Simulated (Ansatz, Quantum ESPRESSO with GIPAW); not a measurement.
# 13C assignment in C2H4NO2

The values are calculated: DFT, PBEsol, plane-wave PAW (pslibrary 1.0.0 recipes), scalar-relativistic, GIPAW shieldings (Quantum ESPRESSO with GIPAW, a patched development version). Reference lines, from the same functional and files: 13C: δ = (162.2 − σ), zero at TMS, fitted to 6 measured values, from C, KHCO3, Li2CO3, MgCO3, Na2CO3 and SiC, with a scatter of 0.77 ppm r.m.s., on σ without the shape term. Kinds of site that fitted badly were split off after the misses were seen, so the scatter is that of the points kept. Spans are on the shift scale.

```cif
data_structure
_symmetry_space_group_name_H-M 'P 1'
_symmetry_Int_Tables_number 1
_cell_length_a 6.6652
_cell_length_b 6.6652
_cell_length_c 4.1460
_cell_angle_alpha 101.904
_cell_angle_beta 101.904
_cell_angle_gamma 104.022
_cell_volume 168.36
loop_
_atom_site_label
_atom_site_type_symbol
_atom_site_fract_x
_atom_site_fract_y
_atom_site_fract_z
_atom_site_occupancy
O1 O 0.83282 0.61684 0.19178 1
O2 O 0.38316 0.16718 0.80822 1
O3 O 0.16718 0.38316 0.80822 1
O4 O 0.61684 0.83282 0.19178 1
N5 N 0.28415 0.71585 0.50000 1
N6 N 0.71585 0.28415 0.50000 1
C7 C 0.06415 0.06415 0.95716 1
C8 C 0.93585 0.93585 0.04284 1
C9 C 0.21678 0.21678 0.84997 1
C10 C 0.78322 0.78322 0.15003 1
H11 H 0.32354 0.87091 0.66296 1
H12 H 0.12909 0.67646 0.33704 1
H13 H 0.67646 0.12909 0.33704 1
H14 H 0.87091 0.32354 0.66296 1
H15 H 0.39955 0.71904 0.36127 1
H16 H 0.28096 0.60045 0.63873 1
H17 H 0.60045 0.28096 0.63873 1
H18 H 0.71904 0.39955 0.36127 1
```

The cell is an entry of the Crystallography Open Database; it need not be the form that is stable at ambient conditions. The coordinates shown are those after relaxation (atoms relaxed).

The C sites:

```tsv
site	atom no.	atoms in cell	site symmetry	surroundings	bonds (Å)
C(1)	7	2	m	2 C neighbours	1.22 to 1.46
C(2)	9	2	m	CO2C	1.27 to 1.46
```

The lines, in order of position:

```tsv
line	δ_iso (ppm)	relative area	span (ppm)	skew
A	158.2	1	139.2	-0.53
B	71.5	1	206.3	0.95
```

Simulated spectrum: 13C MAS at 60 kHz, 9.4 T (100.7 MHz), lines broadened by 0.8 ppm; rigid lattice, with dipolar and J couplings left out. Its lines over 1.5 % of the strongest:

```tsv
δ (ppm)	area
158.2	1.00
71.5	1.00
```

Q: Assign the lines to the sites.

A: A is C(2) (CO2C); B is C(1) (2 C neighbours). The bonded neighbours set the region: A with O2C; B with C2.

[Banner, clock, file and message-heading lines were taken out of the pw.x and gipaw.x logs.]

[Logs are printed without paths, hosts, clocks, repeated set-up lines and the standing remarks that a program may print on its own settings, such as how far it seeks lower states.]

[Hosts, paths, dates, database ids (printed as entryN), source tags and the programs' standing remarks are cut or masked in the printed files.]
